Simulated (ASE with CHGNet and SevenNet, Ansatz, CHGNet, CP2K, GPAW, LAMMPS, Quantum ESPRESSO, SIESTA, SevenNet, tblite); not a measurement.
# Machine-learned potentials on amorphous Hg33S25Se8 (66 atoms): settings against a plane-wave reference

How do the settings of machine-learned potentials change the result for amorphous Hg33S25Se8 (66 atoms)? A plane-wave run serves as the yardstick.

Calculated with ASE with CHGNet and SevenNet; the method is named at each step.

**1. The starting structure**

The cell holds 66 atoms: 33 Hg, 25 S and 8 Se. Cell: a = 12.034 Å, b = 12.034 Å, c = 12.034 Å, α = 90.0°, β = 90.0°, γ = 90.0°. 66 atoms (33 Hg, 25 S, 8 Se) placed at random at 7.67 g/cm³, melted at 2500 K for 10 ps at fixed volume with the Stillinger-Weber II-VI potential (Zhou et al., Phys. Rev. B 88, 085309 (2013)). Quenched from 2500 K to 500 K at 10 K/ps and fixed volume, held 5 ps, then minimised at fixed cell.

The yardstick, on the same geometry:

```
method                 : Kohn-Sham DFT, PBE, SSSP efficiency 1.3.0 pseudopotentials, plane waves (Quantum ESPRESSO 7.5); sssp-pbe-1.3.0-efficiency, cutoffs 45/360 Ry, Γ point
r.m.s. force component : 0.3776 eV/Å
longest force          : 1.337 eV/Å
pressure               : -1.074 GPa
time                   : 6.6 min on 4 MPI ranks of Arm Neoverse V2, shared host
CPU time               : 27 min
```

**2. CHGNet r2SCAN potential**

Method: machine-learned interatomic potential CHGNet r2SCAN, trained on r2SCAN plane-wave data.

The input, run.py:

```python
import numpy as np
from ase.io import read
import mlip  # loads the published weights by name

atoms = read("structure.xyz")
atoms.calc = mlip.calc("chgnet-r2scan")
energy = atoms.get_potential_energy()
forces = atoms.get_forces()
print(f"energy {energy:.6f} eV")
print("forces (eV/A)")
for i, (a, f) in enumerate(zip(atoms, forces)):
    print(f"{i:4d} {a.symbol:2s} {f[0]:10.5f} {f[1]:10.5f} {f[2]:10.5f}")
stress = -atoms.get_stress(voigt=False) * 160.21766
print("stress (GPa, compression positive)")
for row in stress:
    print(" ".join(f"{x:10.4f}" for x in row))
```

The input, structure.xyz:

```xyz
66
Lattice="12.03400 0.00000 0.00000 0.00000 12.03400 0.00000 0.00000 0.00000 12.03400" Properties=species:S:1:pos:R:3 pbc="T T T"
Hg 2.01762 7.60332 9.98834
Hg 11.46299 5.88944 2.42485
Hg 8.91021 9.27364 4.96535
Hg 4.48483 0.70062 1.08005
Hg 7.45242 5.85996 3.95425
Hg 10.41410 6.98429 10.73385
Hg 10.05296 9.01780 1.72832
Hg 10.81050 2.78009 8.54426
Hg 3.90720 4.22466 2.71824
Hg 10.73072 0.32119 5.31036
Hg 7.62354 5.13599 8.07108
Hg 0.20554 10.36537 8.27783
Hg 5.85659 1.54432 10.09111
Hg 5.61037 9.65404 11.04420
Hg 5.39677 10.18907 7.11221
Hg 6.72881 6.67406 0.44995
Hg 0.68594 0.56680 10.81183
Hg 7.02954 1.15490 6.31027
Hg 4.11575 6.54265 6.15864
Hg 1.01760 9.11660 3.88337
Hg 0.30963 2.00920 1.82291
Hg 11.37357 6.64794 6.67129
Hg 9.24019 11.65637 11.37839
Hg 3.09623 0.47161 4.73345
Hg 7.23604 0.52011 2.90669
Hg 2.91271 1.37862 8.45437
Hg 3.27421 7.17130 1.21315
Hg 8.34991 9.17147 8.42958
Hg 1.20713 3.92032 5.77596
Hg 8.80311 3.39214 0.51686
Hg 4.15787 4.50264 9.44801
Hg 5.07486 9.42515 3.19996
Hg 1.84662 4.22165 12.01571
S 2.77588 1.90414 2.63268
S 8.82056 11.35865 6.88321
S 7.35951 1.20280 0.28978
S 9.09650 5.32529 5.97344
S 2.00125 10.28859 10.26982
S 11.30209 11.79765 0.97596
S 3.17457 7.72089 3.96292
S 5.28593 4.49097 4.95536
S 7.84160 2.73918 4.23922
S 0.61650 6.67225 0.10855
S 5.44442 11.49307 4.77690
S 9.43730 11.30739 3.30803
S 4.61083 11.36238 9.27629
S 3.30658 2.49633 6.18475
S 1.60762 5.15657 3.59383
S 4.46329 3.21741 11.85830
S 5.95659 3.12475 7.87649
S 10.96261 7.69105 4.28615
S 6.62568 4.35426 1.65937
S 1.06128 9.45355 1.24769
S 10.83132 2.89791 5.80857
S 3.98205 10.16680 0.96946
S 10.42626 3.52825 2.66673
[... 6 atom lines left out ...]
Se 1.92063 5.84540 7.73702
Se 7.40308 8.24052 2.65145
Se 9.37160 4.55415 10.09833
Se 8.39564 9.01960 11.35733
```

Run with:

```
$ OMP_NUM_THREADS=1 python run.py > output.txt
```

Output:

```text
CHGNet vr2scan initialized with 412,525 parameters
CHGNet will run on cpu
energy -1948.232300 eV
forces (eV/A)
   0 Hg    0.05851    0.27283   -0.05671
   1 Hg   -0.05295   -0.48819    0.11957
   2 Hg    0.10437    0.33997   -0.07241
   3 Hg   -0.25806   -0.02164   -0.10705
   4 Hg   -0.16944   -0.63840    0.32364
   5 Hg    0.03155   -0.15928    0.05466
   6 Hg    0.27218    0.31145   -0.08726
   7 Hg   -0.07308   -0.00196   -0.34174
   8 Hg    0.28000    0.08451    0.48130
   9 Hg   -0.01765    0.37329   -0.02429
  10 Hg    0.05159   -0.01331   -0.31653
  11 Hg    0.37533    0.16425    0.29037
  12 Hg   -0.00787    0.12968   -0.07013
  13 Hg   -0.09826    0.05476    0.17391
  14 Hg   -0.03024   -0.09828    0.20018
  15 Hg   -0.09575   -0.36971    0.27083
  16 Hg   -0.16885   -0.45266    0.15055
  17 Hg    0.46015    0.50918   -0.31069
  18 Hg    0.12227   -0.33860   -0.10326
  19 Hg    0.12761    0.11373   -0.51858
  20 Hg   -0.37096    0.08102    0.19638
  21 Hg   -0.04570   -0.19077   -0.11016
  22 Hg    0.10456    0.12232    0.04106
  23 Hg   -0.15555   -0.00162    0.11164
[...]
58 Se   -0.05551   -0.03190    0.08008
  59 Se   -0.00438   -0.29525    0.23349
  60 Se    0.22036    0.32779   -0.30483
  61 Se   -0.03956   -0.08089    0.30870
  62 Se   -0.04267    0.46932   -0.14524
  63 Se   -0.10759   -0.23689    0.09818
  64 Se    0.09019    0.00841    0.05407
  65 Se   -0.04839    0.16582   -0.15424
stress (GPa, compression positive)
   -1.4964     0.1933    -0.0213
    0.1933    -1.9248    -0.0139
   -0.0213    -0.0139    -1.5850
```

Wall time 3.4 s (1 thread of Arm Neoverse V2, shared host); peak memory 0.6 GiB.

Banners, paths, timers and routine set-up lines are dropped from the logs unmarked, and long logs keep their key lines alone; longer cuts are marked.

Against the reference:

| Property | Result |
| --- | --- |
| r.m.s. force component | 0.2878 eV/Å |
| r.m.s. difference of force components | 226.1 meV/Å |
| longest difference of force vectors | 767.8 meV/Å |
| force difference over r.m.s. force | 59.88 % |
| slope of forces against the reference's | 0.6111 |
| correlation of force components | 0.8019 |
| pressure | -1.669 GPa |
| pressure difference | -0.5947 GPa |

Length of the force difference by element (eV/Å):

```tsv
element	atoms	mean	most
Hg	33	0.28	0.47
S	25	0.43	0.77
Se	8	0.44	0.6
```

A closer look about S42, which bears the longest force: 9 atoms, nearest first, numbered in the order of the input, with positions taken from that point.

```tsv
atom	x	y	z	distance (Å)	bonds	Fx	Fy	Fz (eV/Å)
S42	0.00	0.00	0.00	0.00	2	-0.51	-0.87	0.22
Hg25	-0.61	-2.22	-1.33	2.66	4	0.33	0.56	0.24
Hg18	-0.81	-1.58	2.07	2.73	4	0.46	0.51	-0.31
S56	2.58	0.79	-1.57	3.13	3	0.26	0.08	-0.89
Hg5	-0.39	3.12	-0.28	3.16	4	-0.17	-0.64	0.32
S41	-2.56	1.75	0.72	3.18	3	-0.04	0.77	-0.41
S52	-1.22	1.62	-2.58	3.28	4	0.32	0.75	-0.15
S37	1.25	2.59	1.73	3.36	3	-0.25	0.33	0.22
S54	2.99	0.16	1.57	3.38	3	0.49	-0.41	0.74
```

Atoms are counted from 1 here, from 0 in the log.

Forces lie 60 % from the reference's, at 0.0018 times its CPU time (on 1 against 4 cores).

**3. SevenNet 0 potential**

Method: machine-learned interatomic potential SevenNet 0, trained on PBE(+U) plane-wave data.

Edit run.py of step 2 so:

```diff
@@ -5,3 +5,3 @@
 atoms = read("structure.xyz")
-atoms.calc = mlip.calc("chgnet-r2scan")
+atoms.calc = mlip.calc("7net-0")
 energy = atoms.get_potential_energy()
```

structure.xyz is that of step 2.

Output:

```text
energy -131.915894 eV
forces (eV/A)
   0 Hg   -0.14967    0.42861   -0.31554
   1 Hg   -0.24466   -0.36265   -0.04369
   2 Hg   -0.19270    0.50176    0.43036
   3 Hg   -0.33414   -0.22230   -0.13196
   4 Hg   -0.11672   -0.16267    0.28892
   5 Hg    0.31148   -0.26177    0.25851
   6 Hg    0.58311    0.08957   -0.27877
   7 Hg   -0.11362    0.01891   -0.65163
   8 Hg    0.37556    0.46685    0.39663
   9 Hg    0.17525    0.83962   -0.16838
  10 Hg    0.08714   -0.22693   -0.39930
  11 Hg    0.58602   -0.03571    0.33757
  12 Hg    0.24371    0.12809   -0.24465
  13 Hg    0.10722    0.10823    0.26402
  14 Hg    0.18062   -0.00130   -0.08041
  15 Hg   -0.37949   -0.57663    0.15398
  16 Hg   -0.06585    0.15904    0.27429
  17 Hg    0.53252    0.69228   -0.06304
  18 Hg   -0.04154   -0.32661   -0.12771
  19 Hg    0.12905    0.26885   -0.46875
  20 Hg   -0.24988    0.19707    0.13252
  21 Hg   -0.00836   -0.31904   -0.15189
  22 Hg   -0.17022    0.32791    0.04245
  23 Hg   -0.21326   -0.04851    0.11032
[...]
58 Se    0.08709   -0.21192    0.17188
  59 Se   -0.19581   -0.95350    0.37219
  60 Se   -0.08160    0.48736   -0.07232
  61 Se    0.01827   -0.28380    0.45557
  62 Se    0.14193    0.73582    0.12124
  63 Se    0.02303   -0.58297    0.55136
  64 Se   -0.09861   -0.14413    0.30424
  65 Se   -0.35889    0.02092   -0.34221
stress (GPa, compression positive)
    0.0546     0.2151    -0.0047
    0.2151    -0.5088     0.3456
   -0.0047     0.3456    -0.2151
```

It took 6.4 s on 1 thread; peak memory 0.68 GiB.

Against the reference:

```
r.m.s. force component                  : 0.3838 eV/Å
r.m.s. difference of force components   : 140.9 meV/Å
longest difference of force vectors     : 515 meV/Å
force difference over r.m.s. force      : 37.31 %
slope of forces against the reference's : 0.9471
correlation of force components         : 0.9317
pressure                                : -0.2231 GPa
pressure difference                     : 0.8509 GPa
```

Against the first run (60 %), the force difference from the reference is 37 %, at 2.0 times the CPU time.

**4. SevenNet l3i5 potential**

Method: machine-learned interatomic potential SevenNet l3i5, trained on PBE(+U) plane-wave data.

Edit run.py of step 3 so:

```diff
@@ -5,3 +5,3 @@
 atoms = read("structure.xyz")
-atoms.calc = mlip.calc("7net-0")
+atoms.calc = mlip.calc("7net-l3i5")
 energy = atoms.get_potential_energy()
```

structure.xyz is that of step 3.

Output:

```text
energy -131.161835 eV
forces (eV/A)
   0 Hg   -0.22298    0.43448   -0.42692
   1 Hg   -0.12642   -0.30347    0.17689
   2 Hg   -0.09650    0.42330    0.17886
   3 Hg   -0.24726   -0.17147   -0.14763
   4 Hg   -0.18935   -0.19577    0.29577
   5 Hg    0.22623   -0.30463    0.10175
   6 Hg    0.64725    0.06795   -0.11425
   7 Hg   -0.22263    0.04452   -0.64996
   8 Hg    0.39359    0.36383    0.49103
   9 Hg    0.11408    0.71971   -0.11568
  10 Hg    0.06774   -0.21286   -0.43391
  11 Hg    0.61099    0.11837    0.21277
  12 Hg    0.19436    0.21735   -0.20982
  13 Hg    0.12946    0.11162    0.36768
  14 Hg    0.17372   -0.07029   -0.11583
  15 Hg   -0.31851   -0.54858    0.16531
  16 Hg   -0.16274    0.15335    0.05665
  17 Hg    0.54491    0.70588   -0.21636
  18 Hg   -0.05507   -0.32842   -0.16972
  19 Hg    0.06531    0.15551   -0.48847
  20 Hg   -0.14431    0.31574    0.10083
  21 Hg    0.05046   -0.43140   -0.15680
  22 Hg   -0.09710    0.32911    0.07611
  23 Hg   -0.19144    0.01776    0.17984
[...]
58 Se    0.08979   -0.18350    0.32664
  59 Se   -0.03573   -0.91175    0.52931
  60 Se    0.16049    0.62538   -0.23115
  61 Se   -0.06193   -0.27183    0.65255
  62 Se    0.06509    0.93861    0.11027
  63 Se    0.09398   -0.41520    0.44879
  64 Se   -0.05148   -0.10210    0.34964
  65 Se   -0.36014    0.10592   -0.48345
stress (GPa, compression positive)
   -0.2066     0.2682     0.0892
    0.2682    -0.5810     0.2585
    0.0892     0.2585    -0.4441
```

Wall time 6.7 s (1 thread); peak memory 0.91 GiB.

Numbers from this run, and their distance from the reference:

- r.m.s. force component: 0.3733 eV/Å
- r.m.s. difference of force components: 125.6 meV/Å
- longest difference of force vectors: 435.4 meV/Å
- force difference over r.m.s. force: 33.27 %
- slope of forces against the reference's: 0.9333
- correlation of force components: 0.9441
- pressure: -0.4106 GPa
- pressure difference: 0.6634 GPa

Against the first run (60 %), the force difference from the reference is 33 %, at 2.3 times the CPU time.

**5. All runs compared**

Differences are against the plane-wave reference, forces as r.m.s. over components; share is that over the reference's r.m.s. force, slope the least-squares factor from reference forces to these. Total energies of different programs have different zeros and aren't compared.

```tsv
run	Δ force, r.m.s. (meV/Å)	share (%)	slope	Δ pressure (GPa)	cores	CPU time	memory (GiB)
reference	-	-	-	-	4	27 min	4.5
CHGNet r2SCAN potential	226	59.9	0.611	-0.595	1	2.9 s	0.6
SevenNet 0 potential	141	37.3	0.947	0.851	1	5.8 s	0.68
SevenNet l3i5 potential	126	33.3	0.933	0.663	1	6.7 s	0.91
```

Times of the machine-learned potentials are mostly Python's start and the loading of weights.

CPU time is summed over cores on a shared host, where runs went side by side, so it is rough. Symmetry, cutoffs, thresholds, outputs and thread counts weren't matched or tuned between programs; memory under MPI is the largest rank's times the ranks.

**6. Summary of results**

```yaml
nearest_in_forces: SevenNet l3i5 potential, 33 %
its_cpu_time: 6.7 s
```

In words: Machine-learned potentials differ by 33 % (SevenNet l3i5 potential) to 60 % (CHGNet r2SCAN potential); they were trained on other programs' data, some at another functional. The reference's pressure holds the uncorrected Pulay stress of its 45 Ry basis, so small pressure differences, and their order, may be the reference's own error. Machine-learned potentials mimic data converged in k, so the reference's own k-point error enters their differences. The quench rate of 10 K/ps is many orders above laboratory rates, so the cell is likely richer in defects and strain than a real sample. The network of bonds at the start is that of the classical potential that made the cell, and needn't be the one that DFT or experiment would give. The electronic-structure runs sample only Γ, in a cell whose shortest periodic width is 12 Å, which is coarse for a cell with partly filled levels. Spin–orbit coupling is left out, which matters for the levels of the heavy elements.

[Also dropped from logs without a mark: logging warnings of Python, and SIESTA's first energy breakdown and zero terms.]

[Logs are printed without paths, hosts, clocks, repeated set-up lines and the standing remarks that a program may print on its own settings, such as how far it seeks lower states.]

[Hosts, paths, dates, database ids (printed as entryN), source tags and the programs' standing remarks are cut or masked in the printed files.]
